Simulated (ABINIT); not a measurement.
# Diamond (Fd-3m, 2 atoms a cell): G0W0 with ABINIT, start to end

Aim: the G0W0 gap of Diamond (Fd-3m, 2 atoms a cell) on PBE, step by step.

Method: PBE and many-body steps on it, plane waves, in ABINIT 10.8.3.

**The experiments to reproduce.**

- Gap 5.5 eV: band gap, experimental literature value; bulk crystal (quoted in “Fermi level pinning by defects can explain the large reported carbon 1s binding energy variations in diamond”, 2019, arxiv:1902.02958).

- Gap 5.47 eV: experimental band gap used as input; bulk crystal (quoted in “Enhanced Electron Emission Performance and Air‐Surface Stability in ScO‐Terminated Diamond for Thermionic Energy Converters”, 2024, pmc:11600692).

### Step 1. Set-up

Symmetry: Fd-3m, No. 227, cubic system. Conventional cell: a = 3.567 Å, b = 3.567 Å, c = 3.567 Å, α = 90.00°, β = 90.00°, γ = 90.00°. Nearest to C lie 4 C at 1.54 Å.

Structure file:

```cif
data_structure
_symmetry_space_group_name_H-M 'P 1'
_symmetry_Int_Tables_number 1
_cell_length_a 2.5221
_cell_length_b 2.5221
_cell_length_c 2.5221
_cell_angle_alpha 60.000
_cell_angle_beta 60.000
_cell_angle_gamma 60.000
_cell_volume 11.34
loop_
_atom_site_label
_atom_site_type_symbol
_atom_site_fract_x
_atom_site_fract_y
_atom_site_fract_z
_atom_site_occupancy
C1 C 0.00000 0.00000 0.00000 1
C2 C 0.25000 0.25000 0.25000 1
```

The cell and positions come from the Crystallography Open Database and are kept as given unless a step says otherwise.

### Step 2. Ground state

This step: ABINIT 10.8.3; DFT, PBE, plane waves, norm-conserving pseudopotentials.

The ground-state density comes first.

File run.abi:

```
acell 3*1.0 Angstrom
rprim 
  -0.000000000000 1.783370000000 1.783370000000
  1.783370000000 -0.000000000000 1.783370000000
  1.783370000000 1.783370000000 0.000000000000
ntypat 1
znucl 6
natom 2
typat 1 1
xred 
  -0.000000000000 0.000000000000 0.000000000000
  0.250000000000 0.250000000000 0.250000000000
pp_dirpath "pseudos"
pseudos "C.upf"
ecut 37
ngkpt 10 10 10
nshiftk 1
shiftk 0 0 0
kptopt 1
chksymbreak 0
nband 9
occopt 1
tolvrs 1e-10
nstep 60
prtwf 0
optforces 0
optstress 0
indata_prefix "in"
outdata_prefix "out"
tmpdata_prefix "tmp"
```

Run with:

```console
$ OMP_NUM_THREADS=1 mpirun -n 4 abinit run.abi > log
```

Numbers of over 12 decimals in the logs are rounded to 6 here.

What it wrote:

```text
.Version 10.8.3 of ABINIT. v10.8.2 released Aug 2026.

 Symmetries : space group Fd -3 m (#227); Bravais cF (face-center cubic)
================================================================================
 Values of the parameters that define the memory need of the present run
     intxc =       0    ionmov =       0      iscf =       7    lmnmax =       4
     lnmax =       4     mgfft =      30  mpssoang =       2    mqgrid =    3001
     natom =       2  nloc_mem =       1    nspden =       1   nspinor =       1
    nsppol =       1      nsym =      48    n1xccc =    2501    ntypat =       1
    occopt =       1   xclevel =       2
-    mband =           9        mffmem =           1         mkmem =          12
       mpw =         845          nfft =       27000          nkpt =          47
================================================================================
  Rough estimation (10% accuracy) of disk space for files :
================================================================================

--------------------------------------------------------------------------------
------------- Echo of variables that govern the present computation ------------
--------------------------------------------------------------------------------
 -outvars: echo values of preprocessed input variables --------
            acell      1.8897261259E+00  1.8897261259E+00  1.8897261259E+00 Bohr

      chksymbreak           0
             ecut      3.70000000E+01 Hartree
-          fftalg         312

              ixc     -101130
              kpt      0.00000000E+00  0.00000000E+00  0.00000000E+00
                       1.00000000E-01  0.00000000E+00  0.00000000E+00
                       2.00000000E-01  0.00000000E+00  0.00000000E+00
                       3.00000000E-01  0.00000000E+00  0.00000000E+00
                       4.00000000E-01  0.00000000E+00  0.00000000E+00
                       5.00000000E-01  0.00000000E+00  0.00000000E+00
                       1.00000000E-01  1.00000000E-01  0.00000000E+00
                       2.00000000E-01  1.00000000E-01  0.00000000E+00
                       3.00000000E-01  1.00000000E-01  0.00000000E+00
   [... 36 further rows ...]
                      -3.00000000E-01  4.00000000E-01  2.00000000E-01
                      -3.00000000E-01  5.00000000E-01  2.00000000E-01
         kptrlatt       10    0    0      0   10    0      0    0   10
          kptrlen      4.76601409E+01
P           mkmem          12
            natom           2
            nband           9
            ngfft          30      30      30
             nkpt          47
            nstep          60
             nsym          48
           ntypat           1
              occ      2.000000  2.000000  2.000000  2.000000  0.000000  0.000000
[...]
optforces           0
        optstress           0
            prtwf           0
            rprim     -0.0000000000E+00  1.7833700000E+00  1.7833700000E+00
[...]
spgroup         227

           tolvrs      1.00000000E-10

             xred      0.0000000000E+00  0.0000000000E+00  0.0000000000E+00
[...]
znucl        6.00000

================================================================================

 chkinp: Checking input parameters for consistency.

================================================================================
== DATASET  1 ==================================================================
-   mpi_nproc: 4, omp_nthreads: 1 (-1 if OMP is not activated)

--- !DatasetInfo
iteration_state: {dtset: 1, }
dimensions: {natom: 2, nkpt: 47, mband: 9, nsppol: 1, nspinor: 1, nspden: 1, mpw: 845, }
cutoff_energies: {ecut:  37.0, pawecutdg:  -1.0, }
electrons: {nelect:   8.00000000E+00, charge:   0.00000000E+00, occopt:   1.00000000E+00, tsmear:   1.00000000E-02, }

 Real(R)+Recip(G) space primitive vectors, cartesian coordinates (Bohr,Bohr^-1):
 R(1)=  0.0000000  3.3700809  3.3700809  G(1)= -0.1483644  0.1483644  0.1483644
 R(2)=  3.3700809  0.0000000  3.3700809  G(2)=  0.1483644 -0.1483644  0.1483644
 R(3)=  3.3700809  3.3700809  0.0000000  G(3)=  0.1483644  0.1483644 -0.1483644
 Unit cell volume ucvol=  7.6551017E+01 bohr^3
 Angles (23,13,12)=  6.00000000E+01  6.00000000E+01  6.00000000E+01 degrees

 getcut: wavevector=  0.0000  0.0000  0.0000  ngfft=  30  30  30
         ecut(hartree)=     37.000   => boxcut(ratio)=   2.30135

 getcut : COMMENT -
  Note that boxcut > 2.2 ; recall that boxcut=Gcut(box)/Gcut(sphere) = 2
  is sufficient for exact treatment of convolution.
  Such a large boxcut is a waste : you could raise ecut
  e.g. ecut=   48.989798 Hartrees makes boxcut=2

--- Pseudopotential description ------------------------------------------------
- C Generated using ONCVPSP code by D. R. Hamann
-  6.00000   4.00000  171031                  znucl, zion, pspdat
12 -101130 1 -1 1248                          pspcod,pspxc,lmax,lloc,mmax
     nproj     2     2
  pspatm : epsatm=    4.31346680
         --- l  ekb(1:nproj) -->
[...]
1   -4.199961   -0.877517
 pspatm: atomic psp has been read  and splines computed

   6.90154688E+01                                ecore*ucvol(ha*bohr**3)
--------------------------------------------------------------------------------

_setup2: Arith. and geom. avg. npw (full set) are     822.485     822.457

================================================================================

--- !BeginCycle
iteration_state: {dtset: 1, }
solver: {iscf: 7, nstep: 60, nline: 4, wfoptalg: 0, }
tolerances: {tolvrs: 1.00E-10, }

     iter   Etot(hartree)      deltaE(h)  residm     vres2
 ETOT  1  -12.022012644239    -1.202E+01 1.536E-01 4.594E+01
 ETOT  2  -12.037397158723    -1.538E-02 8.428E-03 1.506E-01
 ETOT  3  -12.037407731185    -1.057E-05 4.063E-03 4.423E-03
 ETOT  4  -12.037408007989    -2.768E-07 3.688E-03 5.608E-05
 ETOT  5  -12.037408010338    -2.349E-09 8.736E-04 9.324E-08
 ETOT  6  -12.037408010340    -2.011E-12 3.766E-04 3.376E-10
 ETOT  7  -12.037408010340     9.415E-14 1.630E-04 1.540E-12

 At SCF step    7       vres2   =  1.54E-12 < tolvrs=  1.00E-10 =>converged.

--- !ResultsGS
iteration_state: {dtset: 1, }
comment   : Summary of ground state results
lattice_vectors:
- [ -0.0000000,   3.3700809,   3.3700809, ]
- [  3.3700809,  -0.0000000,   3.3700809, ]
- [  3.3700809,   3.3700809,   0.0000000, ]
lattice_lengths: [   4.76601,    4.76601,    4.76601, ]
lattice_angles: [ 60.000,  60.000,  60.000, ] # degrees, (23, 13, 12)
lattice_volume:   7.6551017E+01
convergence: {deltae:  9.415E-14, res2:  1.540E-12, residm:  1.630E-04, diffor:  0.000E+00, }
etotal    :  -1.20374080E+01
entropy   :   0.00000000E+00
fermie    :   3.78251972E-01
cartesian_stress_tensor: null
pressure_GPa: null
xred      :
- [  0.0000E+00,   0.0000E+00,   0.0000E+00,  C]
- [  2.5000E-01,   2.5000E-01,   2.5000E-01,  C]
cartesian_forces: null
force_length_stats: {min: null, max: null, mean: null, }

 Integrated electronic density in atomic spheres:
 ------------------------------------------------
 Atom  Sphere_radius  Integrated_density
    1        2.00000          4.70847033
    2        2.00000          4.67055731
================================================================================

 ----iterations are completed or convergence reached----

 Mean square residual over all n,k,spin=   13.101E-07; max=  16.296E-05
 reduced coordinates (array xred) for    2 atoms
       0.000000000000      0.000000000000      0.000000000000
       0.250000000000      0.250000000000      0.250000000000
 rms dE/dt=  0.0000E+00; max dE/dt=  0.0000E+00; dE/dt below (all hartree)
    1       0.000000000000      0.000000000000      0.000000000000
    2       0.000000000000      0.000000000000      0.000000000000

 cartesian coordinates (angstrom) at end:
    1      0.000000     0.000000     0.000000
    2      0.891685     0.891685     0.891685
 length scales=  1.889726125908  1.889726125908  1.889726125908 bohr
              =  1.000000000000  1.000000000000  1.000000000000 angstroms
 prteigrs : about to open file out_EIG
 Fermi (or HOMO) energy (hartree) =   0.37825   Average Vxc (hartree)=  -0.49368
 Eigenvalues (hartree) for nkpt=  47  k points:
 kpt#   1, nband=  9, wtk=  0.00100, kpt=  0.0000  0.0000  0.0000 (reduced coord)
  -0.41145    0.37825    0.37825    0.37825    0.58499    0.58499    0.58499    0.86809
   1.08739
 prteigrs : prtvol=0 or 1, do not print more k-points.

--- !EnergyTerms
iteration_state     : {dtset: 1, }
comment             : Components of total free energy in Hartree
kinetic             :  8.47301406351088E+00
hartree             :  9.65946945363361E-01
xc                  : -4.34005573698495E+00
Ewald energy        : -1.27873442426994E+01
psp_core            :  9.01561743076947E-01
local_psp           : -4.68416309048939E+00
non_local_psp       : -5.66367692117671E-01
total_energy        : -1.20374080103402E+01
total_energy_eV     : -3.27554558769834E+02
band_energy         :  3.84676948223958E-01

== END DATASET(S) ==============================================================
================================================================================

 -outvars: echo values of variables after computation  --------
           etotal     -1.2037408010E+01
            nband           9
             nkpt          47
          spgroup         227
 [... the other variables as echoed above ...]

 Calculation completed.
```

It took 3.9 s on 4 MPI ranks of Arm Neoverse V1, shared host; peak memory 0.24 GiB.

This step gave:

| Item | Value |
| --- | --- |
| total energy | -327.5546 eV |
| gap | 4.229 eV |
| k of the valence top | 0, 0, 0 |
| k of the conduction bottom | 0.4, 0.4, 0 |
| least direct gap | 5.626 eV |

The gap is indirect, with the least direct gap 1.40 eV higher.

(Continued in part 2 of 3.)

[Paths, hosts, dates, memory and timing lines, banners, echoed tables and standing remarks are left out of the program output.]

[Logs are printed without paths, hosts, clocks, repeated set-up lines and the standing remarks that a program may print on its own settings, such as how far it seeks lower states.]

[Runs of the session that timed out or met a known fault of the program may be left out.]

[Hosts, paths, dates, database ids (printed as entryN), source tags and the programs' standing remarks are cut or masked in the printed files.]

[G0W0 gaps are taken among the corrected bands and points alone; a level outside them can change the order at an edge.]

[Where Ansatz stands beside ABINIT at settings called matched, ABINIT's density can come from a denser mesh and the files from another edition; pairs whose starting gaps differed by over 0.03 eV were left out, so agreement reads better than it is.]
